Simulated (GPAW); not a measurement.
# Screening of a field by 1T-MnSSe monolayer

Wanted: the out-of-plane polarisability of 1T-MnSSe monolayer.

Calculated with GPAW 26.7.0; GPAW, PAW setups; layer in a repeated cell with vacuum, relaxation of atoms and in-plane cell, in the first sound run; inputs show where later runs differ.

Report form: the programs' logs are mostly left out.

### 1. The starting structure

The cell holds 3 atoms: 1 Se, 1 Mn and 1 S. Cell: a = 3.408 Å, b = 3.408 Å, c = 20.726 Å, α = 90.0°, β = 90.0°, γ = 120.0°. Vacuum lies along c.

### 2. Relaxing the atoms

The atoms are relaxed first, since the surface dipole, and with it the work function, follows the positions of the outer layers.

Input file run.py:

```python
import json
import numpy as np
from ase import Atoms
from ase.filters import FrechetCellFilter
from ase.optimize import BFGS
from gpaw import GPAW, PW

slab = Atoms(
    ['Se', 'Mn', 'S'],
    positions=[
        [1.70396, 0.98378, 9.00000],
        [0.00000, 0.00000, 10.49483],
        [-0.00000, 1.96757, 11.72598]],
    cell=[[3.40793, 0.0, 0.0], [-1.70396, 2.95135, 0.0], [0.0, 0.0, 20.726]],
    pbc=[True, True, True],
    magmoms=[0.0, 4.0, 0.0])

slab.calc = GPAW(mode=PW(600), xc='PBE', kpts={'size': (9, 9, 1), 'gamma': True},
                 occupations={'name': 'fermi-dirac', 'width': 0.05}, nbands='160%',
                 convergence={'density': 1e-05}, maxiter=200,
                 symmetry={'tolerance': 1e-3}, txt='slab.txt')
result = {}
# The in-plane cell is free; stress needs a cell that repeats along all three vectors
path = []
opt = BFGS(FrechetCellFilter(slab, mask=[1, 1, 0, 0, 0, 1]), maxstep=0.2)
opt.attach(lambda: path.append((slab.get_potential_energy(), slab.positions.tolist(), slab.get_forces().tolist())))
result['relaxed'] = bool(opt.run(fmax=0.02, steps=45))
result['path'] = path
result['cell'] = slab.cell.tolist()
print('in-plane lattice', slab.cell.cellpar().round(4)[[0, 1, 5]])
energy = slab.get_potential_energy()
fermi = slab.calc.get_fermi_level()
v = slab.calc.get_electrostatic_potential().mean((0, 1)) - fermi
n = slab.calc.get_pseudo_density().mean((0, 1))
L = slab.cell[2, 2]
z = np.arange(len(v)) * L / len(v)
low, high = slab.positions[:, 2].min(), slab.positions[:, 2].max()
below, above = np.interp([low - 6.8, high + 6.8], z, v)
slopes = [np.interp(x, z, np.gradient(v, z)) for x in (low - 6.8, high + 6.8)]
eps = np.array([[slab.calc.get_eigenvalues(k, s) for k in range(len(slab.calc.get_ibz_k_points()))]
                for s in range(slab.calc.get_number_of_spins())]) - fermi
top, bottom = eps[eps < 0].max(), eps[eps > 0].min()
dipole = slab.get_dipole_moment()[2]
print(f'energy {energy:.4f} eV, Fermi level {fermi:.4f} eV, dipole {dipole:.5f} e A')
print(f'potential 6.8 A off the faces, from the Fermi level: lower {below:.4f} eV, upper {above:.4f} eV')
print(f'slope of the potential there: lower {slopes[0]:.5f}, upper {slopes[1]:.5f} eV/A')
print(f'nearest levels on the mesh: {top:.4f} and {bottom:.4f} eV')
print('magnetic moment', round(slab.get_magnetic_moment(), 3))
result.update(energy=energy, fermi=fermi, dipole=dipole, below=below, above=above, slopes=slopes, edges=[top, bottom],
              z=z.tolist(), v=v.tolist(), n=n.tolist(), positions=slab.positions.tolist(),
              forces=slab.get_forces(apply_constraint=False).tolist(), moments=slab.get_magnetic_moments().tolist())
json.dump(result, open('result.json', 'w'))
```

Started as:

```sh
$ OMP_NUM_THREADS=1 OPENBLAS_NUM_THREADS=1 python run.py
```

Elapsed: 9 min, on 1 thread of Arm Neoverse V2, shared host; peak memory 0.46 GiB.

This step gave:

```yaml
dipole_along_the_normal: -0.03660 e·Å
levels_nearest_the_fermi_level_on_the_mesh: -0.06935, 0.01237 eV from the Fermi level
site_moments: -0.04449, 2.798, -0.02305 μB
sum_of_the_site_moments: 2.730 μB
```

Electrostatic potential energy of an electron (without an applied field's), less the Fermi level, planar mean against z:

z (Å), electrostatic potential energy of an electron (without an applied field's), less the Fermi level, planar mean (eV) and a bar from the least value:
```
      0.0        5.3 ##############################
      0.5        5.3 ##############################
      1.0        5.3 ##############################
      1.5        5.3 ##############################
      2.0        5.3 ##############################
      2.5        5.2 ##############################
      3.0        5.2 ##############################
      3.5        5.2 ##############################
      4.0        5.2 ##############################
      4.5        5.2 ##############################
      5.0        5.2 ##############################
      5.5        5.1 ##############################
      6.0        5.1 ##############################
      6.5        5.1 #############################
      7.0        5.0 #############################
      7.5        4.5 #############################
      8.0        2.3 ##########################
      8.5       -6.2 ################
      9.0      -19.1 
      9.5       -7.4 ##############
     10.0       -6.1 ################
     10.5      -11.2 ##########
     11.0       -7.0 ###############
     11.5      -12.5 ########
     12.0      -10.9 ##########
     12.5        1.2 #########################
     13.0        4.6 #############################
     13.5        5.4 ##############################
     14.0        5.5 ##############################
     14.5        5.5 ##############################
     15.0        5.5 ##############################
     15.5        5.5 ##############################
     16.0        5.5 ##############################
     16.5        5.5 ##############################
     17.0        5.4 ##############################
     17.5        5.4 ##############################
     18.0        5.4 ##############################
     18.5        5.4 ##############################
     19.0        5.4 ##############################
     19.5        5.4 ##############################
     20.0        5.3 ##############################
     20.5        5.3 ##############################
```

The pseudo valence density, planar mean by z:

z (Å), pseudo valence density, planar mean (e/Å³) and a bar:
```
      5.5       0.00 
      6.0       0.00 
      6.5       0.00 
      7.0       0.01 
      7.5       0.03 #
      8.0       0.13 ##
      8.5       0.34 ######
      9.0       0.21 ####
      9.5       0.43 #######
     10.0       0.65 ###########
     10.5       1.79 ##############################
     11.0       0.70 ############
     11.5       0.45 #######
     12.0       0.37 ######
     12.5       0.20 ###
     13.0       0.05 #
     13.5       0.01 
     14.0       0.00 
     14.5       0.00 
     15.0       0.00
```

Site moment by atom:

| atom | site moment (μB) |
| --- | --- |
| Se1 | -0.04 |
| Mn2 | 2.80 |
| S3 | -0.02 |

The relaxation lowered the energy of the cell by 0.00519 eV (energies extrapolated to zero smearing; the optimiser's log prints free energies). The largest force left on a free atom is 0.0044 eV/Å.

### 3. The slab's potential

The work function is the vacuum plateau of the electrostatic potential less the Fermi level; a dipole layer lets the two faces have plateaus of their own.

This step: GPAW, PAW setups; slab in vacuum (GPAW 26.7.0).

The cell differs from the one that the last finished run ended in (c 20.726 → 20.770 Å).

run.py: that of step 2 with these lines changed.

```diff
@@ -3,4 +3,2 @@
 from ase import Atoms
-from ase.filters import FrechetCellFilter
-from ase.optimize import BFGS
 from gpaw import GPAW, PW
@@ -10,22 +8,15 @@
     positions=[
-        [1.70396, 0.98378, 9.00000],
-        [0.00000, 0.00000, 10.49483],
-        [-0.00000, 1.96757, 11.72598]],
-    cell=[[3.40793, 0.0, 0.0], [-1.70396, 2.95135, 0.0], [0.0, 0.0, 20.726]],
-    pbc=[True, True, True],
+        [1.70096, 0.98205, 9.00000],
+        [0.00000, 0.00000, 10.50464],
+        [0.00000, 1.96411, 11.77035]],
+    cell=[[3.40194, 0.0, 0.0], [-1.70096, 2.94616, 0.0], [0.0, 0.0, 20.7703]],
+    pbc=[True, True, False],
     magmoms=[0.0, 4.0, 0.0])
 
-slab.calc = GPAW(mode=PW(600), xc='PBE', kpts={'size': (9, 9, 1), 'gamma': True},
+slab.calc = GPAW(mode=PW(400), xc='PBE', kpts={'size': (9, 9, 1), 'gamma': True},
                  occupations={'name': 'fermi-dirac', 'width': 0.05}, nbands='160%',
                  convergence={'density': 1e-05}, maxiter=200,
+                 poissonsolver={'dipolelayer': 'xy'},
                  symmetry={'tolerance': 1e-3}, txt='slab.txt')
 result = {}
-# The in-plane cell is free; stress needs a cell that repeats along all three vectors
-path = []
-opt = BFGS(FrechetCellFilter(slab, mask=[1, 1, 0, 0, 0, 1]), maxstep=0.2)
-opt.attach(lambda: path.append((slab.get_potential_energy(), slab.positions.tolist(), slab.get_forces().tolist())))
-result['relaxed'] = bool(opt.run(fmax=0.02, steps=45))
-result['path'] = path
-result['cell'] = slab.cell.tolist()
-print('in-plane lattice', slab.cell.cellpar().round(4)[[0, 1, 5]])
 energy = slab.get_potential_energy()
```

Elapsed: 39 s, on 1 thread; peak memory 0.24 GiB.

Numbers from this step:

```yaml
dipole_along_the_normal: -0.02781 e·Å
levels_nearest_the_fermi_level_on_the_mesh: -0.06906, 0.01197 eV from the Fermi level
upper_work_function: 5.574 eV
lower_work_function: 5.069 eV
site_moments: -0.04427, 2.797, -0.02316 μB
sum_of_the_site_moments: 2.729 μB
```

The electrostatic potential energy of an electron (without an applied field's), less the Fermi level, planar mean by z:

| z (Å) | electrostatic potential energy of an electron (without an applied field's), less the Fermi level, planar mean (eV) |
| --- | --- |
| 0 | 5.32 |
| 1 | 5.07 |
| 2 | 5.07 |
| 3 | 5.07 |
| 4 | 5.07 |
| 5 | 5.07 |
| 6 | 5.06 |
| 7 | 4.93 |
| 8 | 2.45 |
| 9 | -19.1 |
| 10 | -5.96 |
| 11 | -7.09 |
| 12 | -11.5 |
| 13 | 4.61 |
| 14 | 5.53 |
| 15 | 5.57 |
| 16 | 5.57 |
| 17 | 5.57 |
| 18 | 5.57 |
| 19 | 5.57 |
| 20 | 5.57 |

Table of pseudo valence density, planar mean by z:

| z (Å) | pseudo valence density, planar mean (e/Å³) |
| --- | --- |
| 0.00 | 0 |
| 0.65 | 0 |
| 1.08 | 0 |
| 1.73 | 0 |
| 2.16 | 0 |
| 2.81 | 0 |
| 3.25 | 0 |
| 3.89 | 2.4e-6 |
| 4.54 | 3.8e-6 |
| 4.98 | 1.7e-5 |
| 5.63 | 1.2e-4 |
| 6.06 | 4.1e-4 |
| 6.71 | 0.00270 |
| 7.14 | 0.00982 |
| 7.79 | 0.0680 |
| 8.44 | 0.318 |
| 8.87 | 0.243 |
| 9.52 | 0.433 |
| 9.95 | 0.539 |
| 10.60 | 1.75 |
| 11.03 | 0.644 |
| 11.68 | 0.386 |
| 12.12 | 0.368 |
| 12.77 | 0.106 |
| 13.41 | 0.0141 |
| 13.85 | 0.00360 |
| 14.50 | 4.9e-4 |
| 14.93 | 1.3e-4 |
| 15.58 | 1.9e-5 |
| 16.01 | 5.1e-6 |
| 16.66 | 0 |
| 17.31 | 0 |
| 17.74 | 0 |
| 18.39 | 0 |
| 18.82 | 0 |
| 19.47 | 0 |
| 19.90 | 0 |
| 20.55 | 0 |

The potential is flat to 2.3e-5 eV/Å where it is read, so the vacuum is wide enough.

### 4. Field on

A uniform field along the normal polarises the slab; the atoms stay fixed, so this is the electronic response alone.

run.py: that of step 3 with these lines changed.

```diff
@@ -4,2 +4,3 @@
 from gpaw import GPAW, PW
+from gpaw.external import ConstantElectricField
 
@@ -19,2 +20,3 @@
                  poissonsolver={'dipolelayer': 'xy'},
+                 external=ConstantElectricField(-0.2, [0, 0, 1]),
                  symmetry={'tolerance': 1e-3}, txt='slab.txt')
```

Elapsed: 2.3 min, on 1 thread; peak memory 0.35 GiB.

Numbers from this step:

| Item | Value |
| --- | --- |
| dipole along the normal | -0.08276 e·Å |
| levels nearest the Fermi level on the mesh | -0.07023, 0.01376 eV from the Fermi level |
| site moments | -0.04591, 2.798, -0.02242 μB |
| potential below the slab, the applied field's own ramp left out | 4.564 eV from the Fermi level |
| potential above the slab, the applied field's own ramp left out | 6.058 eV from the Fermi level |

The electrostatic potential energy of an electron (without an applied field's), less the Fermi level, planar mean by z:

z (Å), electrostatic potential energy of an electron (without an applied field's), less the Fermi level, planar mean (eV) and a bar from the least value:
```
        0        5.3 #############################
        1        4.6 ############################
        2        4.6 ############################
        3        4.6 ############################
        4        4.6 ############################
        5        4.6 ############################
        6        4.6 ############################
        7        4.4 ############################
        8        2.0 #########################
        9      -19.4 
       10       -6.0 ################
       11       -7.0 ###############
       12      -11.2 ##########
       13        5.1 #############################
       14        6.0 ##############################
       15        6.1 ##############################
       16        6.1 ##############################
       17        6.1 ##############################
       18        6.1 ##############################
       19        6.1 ##############################
       20        6.1 ##############################
```

The dipole is now -0.0828 e Å, against -0.028 in the run without a field.

### 5. In a field

run.py: that of step 4 with these lines changed.

```diff
@@ -20,3 +20,3 @@
                  poissonsolver={'dipolelayer': 'xy'},
-                 external=ConstantElectricField(-0.2, [0, 0, 1]),
+                 external=ConstantElectricField(-0.1, [0, 0, 1]),
                  symmetry={'tolerance': 1e-3}, txt='slab.txt')
```

It took 2.2 min on 1 thread; peak memory 0.35 GiB.

This step gave:

```
dipole along the normal                                         : -0.05537 e·Å
levels nearest the Fermi level on the mesh                      : -0.06956, 0.01247 eV from the Fermi level
site moments                                                    : -0.04510, 2.797, -0.02279 μB
potential below the slab, the applied field's own ramp left out : 4.815 eV from the Fermi level
potential above the slab, the applied field's own ramp left out : 5.815 eV from the Fermi level
```

Electrostatic potential energy of an electron (without an applied field's), less the Fermi level, planar mean against z:

z (Å), electrostatic potential energy of an electron (without an applied field's), less the Fermi level, planar mean (eV) and a bar from the least value:
```
      0.0        5.3 #############################
      0.5        4.8 #############################
      1.0        4.8 #############################
      1.5        4.8 #############################
      2.0        4.8 #############################
      2.5        4.8 #############################
      3.0        4.8 #############################
      3.5        4.8 #############################
      4.0        4.8 #############################
      4.5        4.8 #############################
      5.0        4.8 #############################
      5.5        4.8 #############################
      6.0        4.8 #############################
      6.5        4.8 #############################
      7.0        4.7 #############################
      7.5        4.2 ############################
      8.0        2.2 ##########################
      8.5       -5.9 ################
      9.0      -19.2 
      9.5       -8.0 ##############
     10.0       -6.0 ################
     10.5      -11.3 ##########
     11.0       -7.0 ###############
     11.5      -11.9 #########
     12.0      -11.4 #########
     12.5        1.2 ########################
     13.0        4.8 #############################
     13.5        5.6 ##############################
     14.0        5.8 ##############################
     14.5        5.8 ##############################
     15.0        5.8 ##############################
     15.5        5.8 ##############################
     16.0        5.8 ##############################
     16.5        5.8 ##############################
     17.0        5.8 ##############################
     17.5        5.8 ##############################
     18.0        5.8 ##############################
     18.5        5.8 ##############################
     19.0        5.8 ##############################
     19.5        5.8 ##############################
     20.0        5.8 ##############################
     20.5        5.7 ##############################
```

The dipole is now -0.0554 e Å, against -0.028 in the run without a field.

### 6. In a field

run.py: that of step 5 with these lines changed.

```diff
@@ -20,3 +20,3 @@
                  poissonsolver={'dipolelayer': 'xy'},
-                 external=ConstantElectricField(-0.1, [0, 0, 1]),
+                 external=ConstantElectricField(-0.05, [0, 0, 1]),
                  symmetry={'tolerance': 1e-3}, txt='slab.txt')
```

Wall time 2.2 min (1 thread); peak memory 0.35 GiB.

### 7. Field on

run.py: that of step 6 with these lines changed.

```diff
@@ -20,3 +20,3 @@
                  poissonsolver={'dipolelayer': 'xy'},
-                 external=ConstantElectricField(-0.05, [0, 0, 1]),
+                 external=ConstantElectricField(0.05, [0, 0, 1]),
                  symmetry={'tolerance': 1e-3}, txt='slab.txt')
```

Run time: 2.3 min. Hardware: 1 thread; peak memory 0.35 GiB.

(Continued in part 2 of 2.)

[Logs are printed without paths, hosts, clocks, repeated set-up lines and the standing remarks that a program may print on its own settings, such as how far it seeks lower states.]

[Hosts, paths, dates, database ids (printed as entryN), source tags and the programs' standing remarks are cut or masked in the printed files.]
